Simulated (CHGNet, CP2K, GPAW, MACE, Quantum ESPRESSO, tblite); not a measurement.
**Other levels on twisted graphene double bilayer, 21.79° (56 atoms)**

The cell holds 56 atoms: 56 C. Its edges and angles: a = 6.508 Å, b = 6.509 Å, c = 24.080 Å, α = 90.0°, β = 90.0°, γ = 120.0°. It derives from C (graphene). Graphene (a = 2.46 Å) under graphene (a = 2.46 Å), double bilayer, commensurate cell of 7 unit cells a layer, twist 21.79 deg; facing planes 3.44, 3.32, 3.32 Å apart as built; 14 Å of vacuum; minimised with a classical potential. Then every atom was moved at random, 0.05 Å r.m.s. a Cartesian component. Regions: layer 1, 14 atoms (14 C); layer 2, 14 atoms (14 C); layer 3, 14 atoms (14 C); layer 4, 14 atoms (14 C). Vacuum lies along c.

Geometry: as built.

The reference, a calculation:

- method: Kohn-Sham DFT, PBE, SSSP efficiency 1.3.0 pseudopotentials, plane waves (Quantum ESPRESSO 7.5); sssp-pbe-1.3.0-efficiency, cutoffs 45/360 Ry, Γ point
- r.m.s. force component: 3.162 eV/Å
- longest force: 12.79 eV/Å
- time: 80 s on 4 MPI ranks of Arm Neoverse V1, shared host
- CPU time: 5.4 min

**Question.** The same geometry is run in other programs. How far does each lie from the reference, and what does it cost?
- tblite GFN1-xTB (tblite 0.8.0; 1 thread)
- GPAW PBE, LCAO dzp, h 0.2 Å, other mixer settings (GPAW 26.7.0; 1 thread)
- CHGNet 0.3.0 potential (CHGNet 0.3.0; 1 thread)
- QE PBE, sssp-1.3.0-efficiency, 45/360 Ry, rmm-davidson (Quantum ESPRESSO 7.5; 2 MPI ranks)
- CP2K PBE, DZVP-MOLOPT-SR, 630/50 Ry, diagonalisation (CP2K 2026.2; 2 threads)
- CP2K PBE, DZVP-MOLOPT-SR, 450/50 Ry, diagonalisation (CP2K 2026.2; 2 threads)
- MACE MP-0b2 small potential (MACE MP-0b2 small; 1 thread)
- QE PBE, sg15-1.2, 80/320 Ry (Quantum ESPRESSO 7.5; 1 thread)
- CP2K PBE, DZVP-MOLOPT-SR, 450/20 Ry, diagonalisation (CP2K 2026.2; 2 threads)
- tblite GFN2-xTB (tblite 0.8.0; 1 thread)

Differences are against the plane-wave reference, forces as r.m.s. over components; share is that over the reference's r.m.s. force, slope the least-squares factor from reference forces to these. Total energies of different programs have different zeros and aren't compared.

```
                                                          run  Δ force, r.m.s. (meV/Å)  share (%)  slope  cores  CPU time  memory (GiB)
                                                    reference                        -          -      -      4   5.4 min           1.6
                                              tblite GFN1-xTB                      190       6.01  0.975      1     1.4 s           0.1
            GPAW PBE, LCAO dzp, h 0.2 Å, other mixer settings                      204       6.45  1.057      1      67 s          0.51
                                       CHGNet 0.3.0 potential                      591       18.7  0.871      1     5.2 s           1.3
       QE PBE, sssp-1.3.0-efficiency, 45/360 Ry, rmm-davidson                    0.139     0.0044  1.000      2   5.2 min           1.4
         CP2K PBE, DZVP-MOLOPT-SR, 630/50 Ry, diagonalisation                     50.6       1.60  1.013      2   4.2 min           3.0
         CP2K PBE, DZVP-MOLOPT-SR, 450/50 Ry, diagonalisation                     50.5       1.60  1.013      2   3.1 min           2.2
                                  MACE MP-0b2 small potential                      364       11.5  0.990      1     9.3 s          0.67
                                  QE PBE, sg15-1.2, 80/320 Ry                     38.0       1.20  0.990      1     7 min           0.9
CP2K PBE, DZVP-MOLOPT-SR, 450/20 Ry, diagonalisation (coarse)                     54.9       1.74  1.014      2     2 min           2.2
                                              tblite GFN2-xTB                      204       6.45  0.962      1     4.1 s           0.1
```

Rows marked coarse were listed beforehand as settings not expected to be converged; some can still land near the reference.

Times of the machine-learned potentials are mostly Python's start and the loading of weights.

CPU time is summed over cores on a shared host, where runs went side by side, so it is rough. Symmetry, cutoffs, thresholds, outputs and thread counts weren't matched or tuned between programs; memory under MPI is the largest rank's times the ranks.

PBE on plane waves or a grid with other potentials, cutoffs or grids, coarse settings apart, differs from the reference by 1.2 % (QE PBE, sg15-1.2, 80/320 Ry) of the r.m.s. force; this holds the reference's own error, so differences of a few per cent don't tell which side is nearer the exact PBE result. With the reference's own potentials and cutoffs, another solver or threshold moves forces by 0.0044 % (QE PBE, sssp-1.3.0-efficiency, 45/360 Ry, rmm-davidson). The PBE runs in local orbitals, coarse settings apart, differ by 1.6 % (CP2K PBE, DZVP-MOLOPT-SR, 450/50 Ry, diagonalisation) to 6.4 % (GPAW PBE, LCAO dzp, h 0.2 Å, other mixer settings); basis, grid and potentials can all enter. Tight binding differs by 6.0 % (tblite GFN1-xTB) to 6.4 % (tblite GFN2-xTB); it is another model, with fitted parameters of its own, and the xTB methods hold dispersion. Periodic xTB results under one method name differ between programs and library versions. Machine-learned potentials mimic data converged in k, so the reference's own k-point error enters their differences. The electronic-structure runs sample only Γ, in a cell whose shortest periodic width is 6 Å.

[Logs are printed without paths, hosts, clocks, repeated set-up lines and the standing remarks that a program may print on its own settings, such as how far it seeks lower states.]

[Hosts, paths, dates, database ids (printed as entryN), source tags and the programs' standing remarks are cut or masked in the printed files.]
